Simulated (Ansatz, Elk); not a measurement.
**How far do independent atoms describe LaBeSi3?**

The structure of LaBeSi3 used here is made up (a known structure type with other elements) and was relaxed beforehand with r2SCAN. The aim is the Fourier transform of its all-electron density, F(hkl), set beside the sum over free spherical atoms that refinements use.

Method: DFT, PBE, all-electron APW+lo, Dirac cores, scalar-relativistic bands, static density, no spin, in Elk 11.2.3 (patched build).

This account leaves out most program logs.

The structure was built from a prototype and need not be the compound's stable phase.

### Step 1. Set-up

The structure is tetragonal, space group I4mm (No. 107). The conventional cell has a = 4.404 Å, b = 4.404 Å, c = 9.032 Å, α = 90.00°, β = 90.00°, γ = 90.00°. Nearest to La lie 13 Si at 3.15 to 3.40 Å and 5 Be at 3.24 to 3.37 Å. Si has 2 Be at 2.41 Å and 6 Si at 2.48 to 3.11 Å and 4 La at 3.15 to 3.16 Å nearest. Nearest to Si lie 1 Be at 2.39 Å and 4 Si at 2.48 Å and 5 La at 3.31 to 3.40 Å. Be has 5 Si at 2.39 to 2.41 Å and 5 La at 3.24 to 3.37 Å nearest. Farther neighbours are not listed.

### Step 2. Ground state and structure factors

An all-electron density is needed, since X-rays see the cores too. Task 0 finds the density and task 195 Fourier-transforms it; tshift is off so that phases refer to the origin typed.

elk.in reads:

```
tasks
  0
  195

xctype
  20

spinpol
  .false.

rgkmax
  7.0

gmaxvr
  14.0

lmaxo
  7

lmaxapw
  8

swidth
  0.002

tshift
  .false.

ramdisk
  .false.

hmaxvr
  5.5

maxscl
  120

epspot
  1e-06

sppath
  './'

avec
  -4.16146793737 4.16146793737 8.53417001034
  4.16146793737 -4.16146793737 8.53417001034
  4.16146793737 4.16146793737 -8.53417001034

atoms
  3
  'La.in'
  1
  0.0199789212 0.0199789212 -0.0000000000   0.000000 0.000000 0.000000
  'Si.in'
  3
  0.7702176449 0.2702176449 0.5000000000   0.000000 0.000000 0.000000
  0.2702176449 0.7702176449 0.5000000000   0.000000 0.000000 0.000000
  0.3965965316 0.3965965316 -0.0000000000   0.000000 0.000000 0.000000
  'Be.in'
  1
  0.6613892574 0.6613892574 0.0000000000   0.000000 0.000000 0.000000

ngridk
  7 7 7
```

On the command line:

```console
OMP_NUM_THREADS=4 elk
```

Wall time 38 s (4 threads of Arm Neoverse V2, shared host); peak memory 0.19 GiB; 2 min of CPU time.

SFACRHO.OUT:

```text

h k l indices transformed by vhmat matrix:
   1.000000000       0.000000000       0.000000000    
   0.000000000       1.000000000       0.000000000    
   0.000000000       0.000000000       1.000000000    

      h      k      l  multipl.   |H|            Re(F)            Im(F)           |F|

      0      0      0      1   0.0000000       103.00000      0.65813627E-16   103.00000    
      1      1     -1      1  0.73623859       28.425845      -2.0282064       28.498110    
     -1     -1      1      1  0.73623859       28.425845       2.0282064       28.498110    
      0      1      0      4  0.83989421       39.165394       10.783846       40.622893    
     -1      0      1      4  0.83989421       39.165394      -10.783846       40.622893    
     -1      1      0      4   1.0676240       39.705932      0.12074109E-14   39.705932    
      0      2     -1      4   1.2968686       64.680700       8.7372253       65.268155    
     -2      0      1      4   1.2968686       64.680700      -8.7372253       65.268155    
     -1     -2      2      4   1.3377282       47.627436      -25.375780       53.965756    
      1      2     -2      4   1.3377282       47.627436       25.375780       53.965756    
      2      2     -2      1   1.4724772       45.316180       23.687812       51.133831    
     -2     -2      2      1   1.4724772       45.316180      -23.687812       51.133831    
      1     -1     -1      4   1.5098483       73.070859      0.23528107E-14   73.070859    
      0      2     -2      4   1.6797884       25.216147     -0.78427969       25.228340    
     -2      0      2      4   1.6797884       25.216147      0.78427969       25.228340    
     -2      1      0      8   1.7277338       33.367965      -8.9325215       34.542887    
      0      1      1      8   1.7277338       33.367965       8.9325215       34.542887    
     -3     -1      2      4   1.8187936       12.674961      -5.6645404       13.883143
```

Elk indexes on the primitive cell of elk.in and gives |H| = 4π sin θ/λ in inverse bohr. Below, one row stands for each form hkl of the conventional cell (m members, Friedel mates merged), F is for one primitive cell and the density is static (no thermal factor). Free-atom factors are Waasmaier and Kirfel's, and R is Σm||F|−|F'||/Σm|F|.

```tsv
hkl	m	sin θ/λ (Å⁻¹)	abs F, DFT	neutral atoms	diff.	abs of complex diff.
002	2	0.111	28.498	28.665	-0.167	0.174
101	8	0.126	40.623	40.703	-0.080	0.094
110	4	0.161	39.706	39.669	+0.037	0.037
112	8	0.195	65.268	65.306	-0.037	0.065
103	8	0.201	53.966	53.928	+0.038	0.039
004	2	0.221	51.134	51.374	-0.240	0.240
200	4	0.227	73.071	73.016	+0.055	0.055
202	8	0.253	25.228	25.090	+0.138	0.179
211	16	0.260	34.543	34.433	+0.110	0.118
114	8	0.274	13.883	13.480	+0.404	0.407
105	8	0.299	45.845	45.964	-0.119	0.119
213	16	0.303	46.305	46.410	-0.105	0.110
204	8	0.317	44.833	44.816	+0.018	0.020
220	4	0.321	63.569	63.719	-0.150	0.150
```

### Step 3. The highest occupied states alone

An energy window below the Fermi level keeps the highest occupied states, to see at which angles they scatter; shallow core shells can lie inside it and anion s states outside. No new self-consistency is needed.

elk.in, as its differences from that of step 2:

```diff
@@ -1,3 +1,2 @@
 tasks
-  0
   195
@@ -40,2 +39,5 @@
 
+wsfac
+  -0.213080 0.638160
+
 sppath
```

On the command line:

```console
OMP_NUM_THREADS=4 elk
```

The job ended after 9.1 s (4 threads; peak memory 0.16 GiB; 12 s of CPU time).

States within 15 eV below the Fermi level hold 17.00 electrons; any levels below the window count with the cores. Their amplitudes can exceed the total, where window and core parts have opposite phase:

```tsv
hkl	sin θ/λ (Å⁻¹)	abs F, window	abs F, all
002	0.111	3.938	28.498
101	0.126	1.418	40.623
110	0.161	0.313	39.706
112	0.195	1.231	65.268
103	0.201	0.736	53.966
004	0.221	0.094	51.134
200	0.227	0.997	73.071
202	0.253	0.045	25.228
211	0.260	0.123	34.543
114	0.274	0.411	13.883
```

### Step 4. Another functional

The difference from free atoms is small, so it is set against the change that LDA (Perdew-Wang) makes.

elk.in, as its differences from that of step 3:

```diff
@@ -1,2 +1,3 @@
 tasks
+  0
   195
@@ -4,3 +5,3 @@
 xctype
-  20
+  3
 
@@ -39,5 +40,2 @@
 
-wsfac
-  -0.213080 0.638160
-
 sppath
```

On the command line:

```console
OMP_NUM_THREADS=4 elk
```

The job ended after 29 s (4 threads; peak memory 0.16 GiB; 97 s of CPU time).

Against the first run R = 0.06 %; the largest change is -0.059 at 420.

### Step 5. Basis size

A smaller basis shows how fast F responds to it; the change is likely larger than the basis error of the first run, but doesn't show convergence.

elk.in, as its differences from that of step 4:

```diff
@@ -5,3 +5,3 @@
 xctype
-  3
+  20
 
@@ -11,3 +11,3 @@
 rgkmax
-  7.0
+  5.5
```

On the command line:

```console
OMP_NUM_THREADS=4 elk
```

Elapsed: 26 s, on 4 threads; peak memory 0.18 GiB.

Against the first run R = 0.01 %; the largest change is +0.019 at 008.

### Step 6. Settings against the effect

```tsv
run	R against the first run (%)	R against neutral atoms, low angle (%)	wall time
PBE, rgkmax 7	0.00	0.30	38 s
LDA (Perdew-Wang)	0.06	0.29	29 s
rgkmax 5.5	0.01	0.31	26 s
```

### Step 7. Results

```
R against neutral atoms, sin θ/λ < 0.3 Å⁻¹ : 0.30 %
R against neutral atoms, 0.3 to 0.83 Å⁻¹   : 0.11 %
```

Independent neutral atoms miss the calculated amplitudes by R = 0.30 % below 0.3 Å⁻¹ and 0.11 % from there to 0.83 Å⁻¹; by shells, 0.25 % below 0.15 Å⁻¹ (2 forms), 0.31 % 0.15 to 0.3 (9 forms), 0.12 % 0.3 to 0.45 (19 forms), 0.11 % above 0.45 (119 forms). Bonding, aspherical density and the tables' own atoms all enter these figures, and the runs don't part them. The largest change of an amplitude is +0.40 electrons, at 114. R counts amplitudes alone; phases shift too. The window's part falls from 17.0 electrons at the origin to at most 0.30 between 0.45 and 0.83 Å⁻¹. Below 0.3 Å⁻¹ the changes that finished (LDA (Perdew-Wang) and rgkmax 5.5) move F by R = 0.03 % at most, against the 0.30 % that separates it from free atoms. The k-mesh has no finished test. Part of the difference isn't bonding: the tables are fits to free atoms and ions calculated by other methods than this functional. Thermal motion, anomalous dispersion and extinction are left out.

[Logs are printed without paths, hosts, clocks, repeated set-up lines and the standing remarks that a program may print on its own settings, such as how far it seeks lower states.]

[Hosts, paths, dates, database ids (printed as entryN), source tags and the programs' standing remarks are cut or masked in the printed files.]
